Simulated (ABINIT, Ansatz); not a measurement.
# Converging GW for CsPbCl3 (Pm-3m) in ABINIT

Wanted: a converged G0W0 gap of CsPbCl3 (Pm-3m), or an estimate of the limit.

Program: ABINIT 10.8.3. Level of theory: PBEsol and many-body steps on it, plane waves. Results are calculated unless marked as measured.

Report form: the programs' logs are mostly left out.

## Step 1: The starting structure

Symmetry: Pm-3m, No. 221, cubic system. The conventional cell has a = 5.605 Å, b = 5.605 Å, c = 5.605 Å, α = 90.00°, β = 90.00°, γ = 90.00°. Nearest to Cs lie 12 Cl at 3.96 Å. Nearest to Pb lie 6 Cl at 2.80 Å. Nearest to Cl lie 2 Pb at 2.80 Å and 4 Cs at 3.96 Å. Farther neighbours and most contacts between anions are not listed.

The cell and positions come from the Crystallography Open Database and are kept as given unless a step says otherwise. Spin-orbit coupling is left out unless a step names it.

## Step 2: Empty states on the mesh, 2×2×2 mesh, 338 bands

This step: ABINIT 10.8.3; DFT, PBEsol, plane waves, norm-conserving pseudopotentials.

The sums over transitions need many empty states on a uniform mesh; this step solves for them.

The input, run.abi:

```
acell 3*1.0 Angstrom
rprim 
  5.605000000000 0.000000000000 0.000000000000
  0.000000000000 5.605000000000 0.000000000000
  0.000000000000 0.000000000000 5.605000000000
ntypat 3
znucl 55 82 17
natom 5
typat 1 2 3 3 3
xred 
  0.000000000000 0.000000000000 0.000000000000
  0.500000000000 0.500000000000 0.500000000000
  0.500000000000 0.500000000000 0.000000000000
  0.000000000000 0.500000000000 0.500000000000
  0.500000000000 0.000000000000 0.500000000000
pp_dirpath "pseudos"
pseudos "Cs.upf, Pb.upf, Cl.upf"
ecut 25
ngkpt 2 2 2
nshiftk 1
shiftk 0 0 0
kptopt 1
chksymbreak 0
iscf -2
irdden 1
istwfk *1
nband 338
nbdbuf 30
tolwfr 1e-09
nstep 60
prtvol 0
indata_prefix "in"
outdata_prefix "out"
tmpdata_prefix "tmp"
```

Started as:

```bash
OMP_NUM_THREADS=1 mpirun -n 4 abinit run.abi > log
```

The job ended after 2.5 min (4 MPI ranks of Arm Neoverse V2, shared host; peak memory 0.47 GiB; 10 min of CPU time).

Numbers from this step:

* gap: 1.802 eV
* k of the valence top: 0.5, 0.5, 0.5
* k of the conduction bottom: 0.5, 0.5, 0.5
* least direct gap: 1.802 eV
* k points computed: 4
* lowest point of the top converged band, above the valence top: 73.3605 eV

On this mesh the gap is 1.802 eV.

The density comes from a self-consistent run that is not shown.

## Step 3: Screening, 2×2×2 mesh, 57 bands, screening to 62.6 eV

The RPA dielectric matrix is built and inverted for each q.

This step: RPA screening on PBEsol, plane waves, norm-conserving pseudopotentials.

run.abi: that of step 2 with these lines changed.

```diff
@@ -23,10 +23,11 @@
 chksymbreak 0
-iscf -2
-irdden 1
 istwfk *1
-nband 338
-nbdbuf 30
-tolwfr 1e-09
-nstep 60
-prtvol 0
+occopt 1
+irdwfk 1
+optdriver 3
+nband 57
+ecuteps 2.3
+inclvkb 2
+awtr 1
+symchi 1
 indata_prefix "in"
```

Elapsed: 9.8 s, on 4 MPI ranks; peak memory 0.85 GiB.

Numbers from this step:

```yaml
eps_infinity_with_local_fields_on_this_mesh_along_the_program_s_q_direction: 7.962
the_same_without_local_fields: 9.095
plasma_frequency: 18.56 eV
plane_waves_in_the_screening_matrix: 203
```

Local fields lower ε∞ by 12 %. On a Γ-centred mesh this coarse the value itself is usually too large, while a short band sum pulls it down.

## Step 4: 57 bands, 62.6 eV

The self-energy is evaluated for the states that the input lists, and the levels follow from it, in one-shot runs by the linearised quasiparticle equation.

This step: G0W0 on PBEsol, plane waves, norm-conserving pseudopotentials.

run.abi: that of step 3 with these lines changed.

```diff
@@ -26,8 +26,17 @@
 irdwfk 1
-optdriver 3
+optdriver 4
 nband 57
+gwcalctyp 0
+ecutsigx 25
+symsigma 1
+nkptgw 2
+kptgw 
+  0.5000000000 0.5000000000 0.5000000000
+  0.0000000000 0.0000000000 0.0000000000
+bdgw 
+  19 25
+  20 25
 ecuteps 2.3
-inclvkb 2
-awtr 1
-symchi 1
+irdscr 1
+ppmodel 1
 indata_prefix "in"
```

Wall time 5.1 s (4 MPI ranks); peak memory 0.81 GiB; 20 s of CPU time.

This step gave:

* G0W0 gap on the points computed: 2.998 eV
* starting gap on the mesh: 1.802 eV
* k of the valence top: 0.5, 0.5, 0.5
* k of the conduction bottom: 0.5, 0.5, 0.5
* Z at the valence top: 0.802
* Z at the conduction bottom: 0.827
* least direct G0W0 gap on the computed points: 2.998 eV

The gap on the mesh goes from 1.80 eV to 3.00 eV, a correction of +1.20 eV.

## Step 5: Screening, 2×2×2 mesh, 138 bands, screening to 114.3 eV

This step: RPA screening on PBEsol, plane waves, norm-conserving pseudopotentials.

run.abi: that of step 4 with these lines changed.

```diff
@@ -26,17 +26,8 @@
 irdwfk 1
-optdriver 4
-nband 57
-gwcalctyp 0
-ecutsigx 25
-symsigma 1
-nkptgw 2
-kptgw 
-  0.5000000000 0.5000000000 0.5000000000
-  0.0000000000 0.0000000000 0.0000000000
-bdgw 
-  19 25
-  20 25
-ecuteps 2.3
-irdscr 1
-ppmodel 1
+optdriver 3
+nband 138
+ecuteps 4.2
+inclvkb 2
+awtr 1
+symchi 1
 indata_prefix "in"
```

Run time: 32 s. Hardware: 4 MPI ranks; peak memory 1.3 GiB; 2.1 min of CPU time.

Numbers from this step:

| Property | Result |
| --- | --- |
| ε∞ with local fields, on this mesh, along the program's q direction | 7.961 |
| the same without local fields | 9.166 |
| plasma frequency | 18.56 eV |
| plane waves in the screening matrix | 461 |

## Step 6: 138 bands, 114.3 eV

This step: G0W0 on PBEsol, plane waves, norm-conserving pseudopotentials.

run.abi: that of step 5 with these lines changed.

```diff
@@ -26,8 +26,17 @@
 irdwfk 1
-optdriver 3
+optdriver 4
 nband 138
+gwcalctyp 0
+ecutsigx 25
+symsigma 1
+nkptgw 2
+kptgw 
+  0.5000000000 0.5000000000 0.5000000000
+  0.0000000000 0.0000000000 0.0000000000
+bdgw 
+  19 25
+  20 25
 ecuteps 4.2
-inclvkb 2
-awtr 1
-symchi 1
+irdscr 1
+ppmodel 1
 indata_prefix "in"
```

It took 19 s on 4 MPI ranks; peak memory 1.2 GiB; 77 s of CPU time.

Numbers from this step:

* G0W0 gap on the points computed: 3.085 eV
* starting gap on the mesh: 1.802 eV
* k of the valence top: 0.5, 0.5, 0.5
* k of the conduction bottom: 0.5, 0.5, 0.5
* Z at the valence top: 0.79
* Z at the conduction bottom: 0.818
* least direct G0W0 gap on the computed points: 3.085 eV

Against G0W0 in ABINIT (2×2×2 mesh, 57 bands, screening to 62.6 eV, Godby-Needs plasmon pole), the gap moves by +0.087 eV.

## Step 7: Screening, 2×2×2 mesh, 308 bands, screening to 176.9 eV

This step: RPA screening on PBEsol, plane waves, norm-conserving pseudopotentials.

run.abi: that of step 6 with these lines changed.

```diff
@@ -26,17 +26,8 @@
 irdwfk 1
-optdriver 4
-nband 138
-gwcalctyp 0
-ecutsigx 25
-symsigma 1
-nkptgw 2
-kptgw 
-  0.5000000000 0.5000000000 0.5000000000
-  0.0000000000 0.0000000000 0.0000000000
-bdgw 
-  19 25
-  20 25
-ecuteps 4.2
-irdscr 1
-ppmodel 1
+optdriver 3
+nband 308
+ecuteps 6.5
+inclvkb 2
+awtr 1
+symchi 1
 indata_prefix "in"
```

Wall time 1.9 min (4 MPI ranks); peak memory 1.9 GiB; 7.5 min of CPU time.

Numbers from this step:

* ε∞ with local fields, on this mesh, along the program's q direction: 7.994
* the same without local fields: 9.181
* plasma frequency: 18.56 eV
* plane waves in the screening matrix: 925

## Step 8: 308 bands, 176.9 eV

This step: G0W0 on PBEsol, plane waves, norm-conserving pseudopotentials.

run.abi: that of step 7 with these lines changed.

```diff
@@ -26,8 +26,17 @@
 irdwfk 1
-optdriver 3
+optdriver 4
 nband 308
+gwcalctyp 0
+ecutsigx 25
+symsigma 1
+nkptgw 2
+kptgw 
+  0.5000000000 0.5000000000 0.5000000000
+  0.0000000000 0.0000000000 0.0000000000
+bdgw 
+  19 25
+  20 25
 ecuteps 6.5
-inclvkb 2
-awtr 1
-symchi 1
+irdscr 1
+ppmodel 1
 indata_prefix "in"
```

It took 2.3 min on 4 MPI ranks; peak memory 2.4 GiB; 9 min of CPU time.

This step gave:

| Item | Value |
| --- | --- |
| G0W0 gap on the points computed | 3.212 eV |
| starting gap on the mesh | 1.802 eV |
| k of the valence top | 0.5, 0.5, 0.5 |
| k of the conduction bottom | 0.5, 0.5, 0.5 |
| least direct G0W0 gap on the computed points | 3.212 eV |

Against G0W0 in ABINIT (2×2×2 mesh, 138 bands, screening to 114.3 eV, Godby-Needs plasmon pole), the gap moves by +0.127 eV.

## Step 9: The runs together

Times are wall times on 4 MPI ranks of Arm Neoverse V2, shared host, good to a factor of about two. A run's time includes the screening step that it read.

| run | mesh | bands | screening cutoff (eV) | DFT gap (eV) | gap on the mesh (eV) | direct (eV) | ε∞ used | time |
| --- | --- | --- | --- | --- | --- | --- | --- | --- |
| 57 bands, 62.6 eV | 2×2×2 | 57 | 62.6 | 1.802 | 2.998 | 2.998 | 7.96 | 15 s |
| 138 bands, 114.3 eV | 2×2×2 | 138 | 114.3 | 1.802 | 3.085 | 3.085 | 7.96 | 51 s |
| 308 bands, 176.9 eV | 2×2×2 | 308 | 176.9 | 1.802 | 3.212 | 3.212 | 7.99 | 4.1 min |

## Step 10: Results

* 57 bands, 62.6 eV: 2.998 eV
* 138 bands, 114.3 eV: 3.085 eV
* 308 bands, 176.9 eV: 3.212 eV
* known limits: not at the basis limit; exchange with frozen shells missing; no spin-orbit coupling; coarse k mesh

From the first rung to the last the gap moves by +0.21 eV for 17 times the time. The steps are not yet shrinking, so no limit is drawn. In the G0W0 runs levels were corrected at 2 k points alone, so a gap called «on the mesh» is the least over those, and an edge elsewhere would be missed. The 2×2×2 mesh is coarse for this cell, which bears on the long-range parts of exchange and screening. Where an edge is built on 6p states of lead, bismuth or thallium, scalar-relativistic gaps usually stand too wide, by a few tenths to over one eV. This is the ideal cubic cell; many perovskites, halides above all, are cubic only on average, and local tilts or off-centring can widen the gap. The norm-conserving file of at least one element keeps a d shell over frozen s and p shells of the same row. Exchange with those shells is missing from the self-energy, an error of 0.3 to 0.9 eV in cases checked, whose sign depends on which edge lies on those atoms. The many-body steps are scalar-relativistic: spin-orbit coupling is not in them.

[Paths, hosts, dates, memory and timing lines, banners, echoed tables and standing remarks are left out of the program output.]

[Logs are printed without paths, hosts, clocks, repeated set-up lines and the standing remarks that a program may print on its own settings, such as how far it seeks lower states.]

[Runs of the session that timed out or met a known fault of the program may be left out.]

[Hosts, paths, dates, database ids (printed as entryN), source tags and the programs' standing remarks are cut or masked in the printed files.]

[G0W0 gaps are taken among the corrected bands and points alone; a level outside them can change the order at an edge.]

[Where Ansatz stands beside ABINIT at settings called matched, ABINIT's density can come from a denser mesh and the files from another edition; pairs whose starting gaps differed by over 0.03 eV were left out, so agreement reads better than it is.]
